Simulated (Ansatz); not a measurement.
**TaAgO3 (Pm-3m): Hubbard U and Hund's J by constrained RPA**

Aim: U, U′ and J for the Ag d shell of TaAgO3 (Pm-3m).

Calculated with Ansatz 0.2.0; non-magnetic LDA, then constrained RPA, plane waves, PAW.

**1. Set-up**

It takes space group Pm-3m (No. 221, cubic). The conventional cell has a = 3.999 Å, b = 3.999 Å, c = 3.999 Å, α = 90.00°, β = 90.00°, γ = 90.00°. Nearest to Ta lie 6 O at 2.00 Å. Ag has 12 O at 2.83 Å nearest. Nearest to O lie 2 Ta at 2.00 Å. Farther neighbours and most contacts between anions are not listed.

The cell and positions are those that the Materials Project relaxed with its own functionals (PBE, PBE+U or r2SCAN), kept fixed. The program's search for lower electronic states was switched off, so nothing shows that the state found is the lowest. Spin-orbit coupling is left out unless a step names it. The default PAW set here is soft_2. Its files were made with PBE.

**2. LDA bands and orbital weights**

This step: DFT, LDA, plane waves, PAW.

input.yaml reads:

```yaml
crystal:
  lattice:
    - [0.0, -3.99937, 0.0]
    - [0.0, 0.0, 3.99937]
    - [-3.99937, 0.0, 0.0]
  atoms:
    - { symbol: Ta, position: [0.0, 0.0, 0.0] }
    - { symbol: Ag, position: [0.5, 0.5, 0.5] }
    - { symbol: O, position: [0.0, 0.0, 0.5] }
    - { symbol: O, position: [0.0, 0.5, 0.0] }
    - { symbol: O, position: [0.5, 0.0, 0.0] }
kpoints:
  mp_grid: { grid: [6, 6, 6] }
  band_path:
    path:
      - [[0.0, 0.0, 0.0], [0.0, 0.5, 0.0], [0.5, 0.5, 0.0], [0.0, 0.0, 0.0], [0.5, 0.5, 0.5], [0.0, 0.5, 0.0]]
      - [[0.5, 0.5, 0.5], [0.5, 0.5, 0.0]]
    npoints: 10
hamiltonian:
  xc: lda
scf:
  occupations: { method: gaussian, width: 0.08 }
  n_extra_bands: 24
  max_iter: 150
  lower_state_search: "off"
output:
  eigenvalues: true
  forces: true
  stress: true
  fatbands: true
  write_density: true
  write_potential: true
  elf: true
  volumetric_format: npy
```

On the command line:

```
ansatz run input.yaml --threads 4 --pin off --max-ram 9216MiB --backend cpu --events-out ev --progress --plain --runs-dir out
```

Numbers of over 12 decimals in the logs are rounded to 6 here.

The log of the run:

```text
scf.n_extra_bands = 24 over 25 filled bands (N_el = 50.0): the run solves 49 bands
Engine: ansatz 0.2.0, aarch64-unknown-linux-gnu
Pseudopotentials: kind: paw
Pseudopotential: Ta, paw, valence charge 13, recommended cutoff 420 eV (normal), Ta.paw.azcp
Pseudopotential: Ag, paw, valence charge 19, recommended cutoff 420 eV (normal), Ag.paw.azcp
Pseudopotential: O, paw, valence charge 6, recommended cutoff 420 eV (normal), O.paw.azcp
Functional definition: SPW92
  exchange = slater_x
  correlation = pw_c
Crystal: 5 atoms, lattice volume = 63.970 Å³
Basis set: ecut = 420 eV, 1237 PW (Γ)
Bands: 49, of which v1, the nominal top of the filled ones, is band 25 counted from 1 (24 counted from 0)
Symmetry: 48 space group operations
Space group: Pm-3m (ITA 221), of the structure as read, at distance tolerance 4.0e-5 Å
k-points: 20 of 216
Non-local potential: Ta, projectors of the file, l = 0: 3, l = 1: 2, l = 2: 2, l = 3: 1
Non-local potential: Ag, projectors of the file, l = 0: 3, l = 1: 2, l = 2: 2, l = 3: 1
Non-local potential: O, projectors of the file, l = 0: 2, l = 1: 2, l = 2: 1
PAW form: soft (Blöchl's): semilocal exchange-correlation on the pseudo side does not see the compensation charge
PAW frozen core: Ta, regenerated for the run's functional, and the local potential with it (the file was generated under x = pbe(κ = 0.804, μ = 0.219515), c = pbe(β = 0.066725))
PAW frozen core: Ag, regenerated for the run's functional, and the local potential with it (the file was generated under x = pbe(κ = 0.804, μ = 0.219515), c = pbe(β = 0.066725))
PAW frozen core: O, regenerated for the run's functional, and the local potential with it (the file was generated under x = pbe(κ = 0.804, μ = 0.219515), c = pbe(β = 0.066725))
PAW one-centre angular grid: Ta, 590 points (default); XC on 64 Gauss nodes
PAW one-centre angular grid: Ag, 590 points (default); XC on 64 Gauss nodes
PAW one-centre angular grid: O, 110 points (default); XC on 64 Gauss nodes
Initial density: superposition of atomic densities (neutral atoms: chi_scale 0, normalization atom), corrected by the library's trained network
Initial wavefunctions: pseudopotential atomic-orbital guess
Functional: x = slater, c = lda
SCF iter   1: F=—  HF=-18808.690736 eV  |F-HF|=—  |Δ(HF+E_count)|=         —  Δρ=2.03e-2  dr2=2.52e-1  ethr=1.77e-3  ⟨swp⟩=5.6  Hψ=4196  notcnv=0  defer=148
preconditioner: auto → Resta (q_TF=auto, 2.619 Å⁻¹)  ε∞=2.9  [insulator: Δε(μ)=1.288 eV  Ē_g=19.779 eV  σ=0.080 eV  W_gap=1.00  n_scr=18 (ndim 8)  ℏωp=27.1 eV  f_vac=0.006  D(μ)=0.00/eV (n_scr^D=0)  ε∞_Penn≈2.9]
SCF iter   2: F=—  HF=-18808.644265 eV  |F-HF|=—  |Δ(HF+E_count)|=   4.65e-2  Δρ=9.21e-3  dr2=5.75e-2  ethr=5.04e-4  ⟨swp⟩=1.9  Hψ=1213  notcnv=0  defer=319
SCF iter   3: F=—  HF=-18808.631149 eV  |F-HF|=—  |Δ(HF+E_count)|=   1.31e-2  Δρ=1.57e-3  dr2=1.59e-3  ethr=1.15e-4  ⟨swp⟩=2.0  Hψ=974  notcnv=0  defer=319
SCF iter   4: F=—  HF=-18808.630735 eV  |F-HF|=—  |Δ(HF+E_count)|=   4.13e-4  Δρ=3.59e-4  dr2=6.19e-5  ethr=3.17e-6  ⟨swp⟩=2.2  Hψ=938  notcnv=0  defer=319
SCF iter   5: F=—  HF=-18808.630699 eV  |F-HF|=—  |Δ(HF+E_count)|=   3.69e-5  Δρ=4.70e-5  dr2=7.03e-7  ethr=1.24e-7  ⟨swp⟩=2.6  Hψ=1062  notcnv=0  defer=319
SCF iter   6: F=-18808.630699 eV  HF=-18808.630699 eV  |F-HF|=3.44e-9  |Δ(HF+E_count)|=   1.95e-7  Δρ=5.52e-6  dr2=2.03e-8  ethr=2.00e-10  ⟨swp⟩=14.6  Hψ=7048  notcnv=0
SCF 1 converged in 6 iterations: F = -18808.630699 eV  dr2 = 2.03e-8
  greatest PAW one-centre occupation: 1.002 electrons in one spin orbital (limit 2), on the Ag atom at site 1 (counted from 0), in its partial waves of l = 0
NSCF: frozen V_eff on 62 k-points
SCF converged after 6 iterations
Free energy (F): -18808.630699 eV
Harris-Foulkes:  -18808.630699 eV  (|F-HF|=3.44e-9)
Internal energy: -18808.630699 eV  (E = F + TS)
E sigma→0 (E₀):  -18808.630699 eV
Fermi energy:    10.880170 eV
--- Per-component energies (eV) ---
  E_band       = -494.350481
  E_kinetic    = 1408.327285
  E_local      = -4206.355336  (includes V_loc(G=0)·N_el)
  E_nonlocal   = 260.430143
  E_hartree    = 1700.603541
  E_xc         = -612.235362
  E_vxc        = -710.831975  (∫ρ·V_xc dr)
  E_paw        = -12364.087118  (= ΣΔE_a)
  E_vpaw       = -647.136923  (= ΣTr[D̂ρ^β])
  E_aug_tail   = 0.007785  (compensation charges beyond the density's cutoff)
  E_ewald      = -4996.596111
  E_core_change = 1.274475  (= ΣΔE_core)
  E_smearing   = -0.000000  (= −TS)
  E_closure    = -0.000000  (closes the sum)
  Σ components = -18808.630699   (vs F -18808.630699, Δ=0.00e0)
--- Forces (eV/Å), atoms counted from 1 ---
  atom   1  Ta    -0.00000000    -0.00000000     0.00000000
  atom   2  Ag    -0.00000000     0.00000000    -0.00000000
  atom   3  O      0.00000000     0.00000000     0.00000000
  atom   4  O     -0.00000000     0.00000000     0.00000000
  atom   5  O     -0.00000000     0.00000000    -0.00000000
  max |Σ_I F_I| component: 1.12e-28 eV/Å
--- Stress (GPa, compression-positive) ---
      -12.621024       0.000000       0.000000
        0.000000     -12.621024       0.000000
        0.000000       0.000000     -12.621024
  P = ⅓ Tr σ = -12.6210 GPa (-126.210 kbar)
--- Band table (eV; the first three rows and the last of 20) ---
  k-point 0: bands = [... 21 lower, 8.7692, 9.0410, 9.0410, 9.0410, 11.6180, 12.2290, 12.2290, 12.2290, ... 20 higher]
  k-point 1: bands = [... 21 lower, 8.8351, 9.2802, 9.2871, 9.2871, 12.1896, 12.2852, 12.9162, 12.9162, ... 20 higher]
  k-point 2: bands = [... 21 lower, 8.6785, 9.7361, 9.7691, 9.7691, 12.1091, 13.6477, 14.1290, 14.1290, ... 20 higher]
  k-point 19: bands = [... 21 lower, 8.8538, 9.8099, 9.8099, 9.8099, 13.2870, 16.1153, 16.1153, 16.1153, ... 20 higher]
```

Wall time 4.7 s (4 threads of Arm Neoverse V1, shared host); peak memory 0.41 GiB.

In the SCF lines HF is the Harris–Foulkes energy and dr2 the Hartree energy of the density residual, in eV; the loop may stop once dr2 is under the threshold and the program's other checks hold. Hψ counts applications of the Hamiltonian.

Numbers from this step:

* pressure: -12.62 GPa
* filled bands: 25
* gap: 1.480 eV
* valence top at: M
* conduction bottom at: Γ
* least direct gap: 2.103 eV

The gap is indirect, with the least direct gap 0.62 eV higher. The pressure of -13 GPa says that this functional would shrink the cell; it is kept.

The electronic bands at the labelled points (eV, zero at the Fermi level):

| point | band 22 | band 23 | band 24 | band 25 | band 26 | band 27 | band 28 | band 29 |
| --- | --- | --- | --- | --- | --- | --- | --- | --- |
| Γ | -2.11 | -1.84 | -1.84 | -1.84 | 0.74 | 1.35 | 1.35 | 1.35 |
| halfway | -2.15 | -1.34 | -1.33 | -1.33 | 1.27 | 2.04 | 2.66 | 2.66 |
| X | -2.12 | -0.98 | -0.92 | -0.92 | 1.19 | 3.83 | 3.83 | 3.97 |
| halfway | -1.74 | -1.50 | -1.21 | -1.02 | 2.62 | 3.85 | 3.86 | 4.60 |
| M | -2.03 | -1.31 | -1.31 | -0.74 | 3.89 | 3.89 | 4.22 | 5.30 |
| halfway | -1.84 | -1.46 | -1.38 | -1.29 | 2.58 | 2.60 | 2.69 | 3.74 |
| Γ | -2.11 | -1.84 | -1.84 | -1.84 | 0.74 | 1.35 | 1.35 | 1.35 |
| halfway | -1.98 | -1.62 | -0.96 | -0.96 | 2.57 | 3.53 | 3.53 | 3.92 |
| R | -2.03 | -1.07 | -1.07 | -1.07 | 2.41 | 5.24 | 5.24 | 5.24 |
| halfway | -1.84 | -1.15 | -1.09 | -0.99 | 3.34 | 3.57 | 4.39 | 4.52 |
| X | -2.12 | -0.98 | -0.92 | -0.92 | 1.19 | 3.83 | 3.83 | 3.97 |
| jump to R | -2.03 | -1.07 | -1.07 | -1.07 | 2.41 | 5.24 | 5.24 | 5.24 |
| halfway | -2.02 | -1.10 | -1.10 | -0.89 | 3.22 | 4.39 | 4.39 | 5.26 |
| M | -2.03 | -1.31 | -1.31 | -0.74 | 3.89 | 3.89 | 4.22 | 5.30 |

Of the projections kept (Ta 5d, Ag 4d, O 2p), the largest for each band there; the rest of the weight can lie on other orbitals:

| point | band 22 | band 23 | band 24 | band 25 | band 26 | band 27 | band 28 | band 29 |
| --- | --- | --- | --- | --- | --- | --- | --- | --- |
| Γ | O 2p 0.99 | O 2p 0.98 | O 2p 0.98 | O 2p 0.98 | - | Ta 5d 0.95 | Ta 5d 0.95 | Ta 5d 0.95 |
| X | Ag 4d 0.99 | O 2p 0.53 | O 2p 0.51 | O 2p 0.51 | Ta 5d 1.00 | Ta 5d 0.67 | Ta 5d 0.67 | O 2p 0.27 |
| M | Ag 4d 0.95 | Ag 4d 0.74 | Ag 4d 0.74 | O 2p 0.81 | Ta 5d 0.69 | Ta 5d 0.69 | O 2p 0.07 | Ta 5d 0.60 |
| Γ | O 2p 0.99 | O 2p 0.98 | O 2p 0.98 | O 2p 0.98 | - | Ta 5d 0.95 | Ta 5d 0.95 | Ta 5d 0.95 |
| R | Ag 4d 1.00 | O 2p 1.00 | O 2p 1.00 | O 2p 1.00 | - | Ta 5d 0.56 | Ta 5d 0.56 | Ta 5d 0.56 |
| X | Ag 4d 0.99 | O 2p 0.53 | O 2p 0.51 | O 2p 0.51 | Ta 5d 1.00 | Ta 5d 0.67 | Ta 5d 0.67 | O 2p 0.27 |

ELF in the ac plane at fractional y = 0.000, with atoms of Ta and O within 0.2 Å of it. It is the smooth field of the valence electrons, not physical close to the nuclei.

Values, 14 rows by 14 columns, each cell a mean:
```
0.31 0.58 0.65 0.30 0.50 0.81 0.68 0.55 0.73 0.76 0.36 0.40 0.71 0.50
0.69 0.71 0.50 0.20 0.42 0.77 0.80 0.78 0.80 0.69 0.30 0.26 0.61 0.71
0.44 0.37 0.20 0.10 0.24 0.54 0.68 0.72 0.66 0.45 0.18 0.11 0.26 0.40
0.38 0.35 0.26 0.14 0.11 0.21 0.34 0.39 0.31 0.16 0.10 0.18 0.30 0.36
0.77 0.75 0.63 0.36 0.12 0.06 0.08 0.10 0.08 0.07 0.16 0.45 0.69 0.76
0.64 0.76 0.79 0.58 0.21 0.05 0.03 0.03 0.03 0.08 0.31 0.66 0.80 0.73
0.33 0.63 0.79 0.64 0.28 0.05 0.02 0.02 0.03 0.10 0.39 0.72 0.78 0.55
0.56 0.73 0.79 0.60 0.24 0.05 0.03 0.02 0.03 0.08 0.34 0.68 0.80 0.68
0.80 0.81 0.72 0.44 0.14 0.05 0.05 0.05 0.05 0.06 0.21 0.54 0.77 0.81
0.52 0.48 0.37 0.19 0.10 0.14 0.24 0.28 0.21 0.12 0.11 0.24 0.42 0.50
0.34 0.28 0.16 0.10 0.19 0.44 0.60 0.64 0.58 0.36 0.14 0.10 0.20 0.30
0.68 0.64 0.40 0.16 0.37 0.72 0.79 0.79 0.79 0.63 0.26 0.20 0.50 0.65
0.44 0.64 0.64 0.28 0.48 0.81 0.73 0.63 0.76 0.75 0.35 0.37 0.71 0.58
0.08 0.44 0.68 0.34 0.52 0.80 0.56 0.33 0.64 0.77 0.38 0.44 0.69 0.31
```
Columns run along a (4.0 Å), rows up along c (4.0 Å). Atoms in or near the plane, at fractional coordinates: Ta at (0.00, 0.00), O at (0.00, 0.50), O at (0.50, 0.00).

Electrostatic potential energy in the ac plane at fractional y = 0.000, with atoms of Ta and O within 0.2 Å of it. With pseudopotentials it is smooth inside the atoms' cores, unlike the true potential.

Ten even steps from '0' (-60 eV) to '9' (16 eV), each cell a mean:
```
00368632478520
13578865688642
56789999999865
78899999999988
67999999999987
34799999999964
13699999999952
24799999999963
56899999999986
78999999999988
66789999999876
34679876798753
01468643478630
00367521367510
```
Columns run along a (4.0 Å; values clipped at the 3rd and 97th percentile), rows up along c (4.0 Å). Atoms in or near the plane, at fractional coordinates: Ta at (0.00, 0.00), O at (0.00, 0.50), O at (0.50, 0.00).

(Continued in part 2 of 2.)

[Paths, hosts, dates, memory and timing lines, banners, echoed tables and standing remarks are left out of the program output.]

[Logs are printed without paths, hosts, clocks, repeated set-up lines and the standing remarks that a program may print on its own settings, such as how far it seeks lower states.]

[Runs of the session that timed out or met a known fault of the program may be left out.]

[Hosts, paths, dates, database ids (printed as entryN), source tags and the programs' standing remarks are cut or masked in the printed files.]
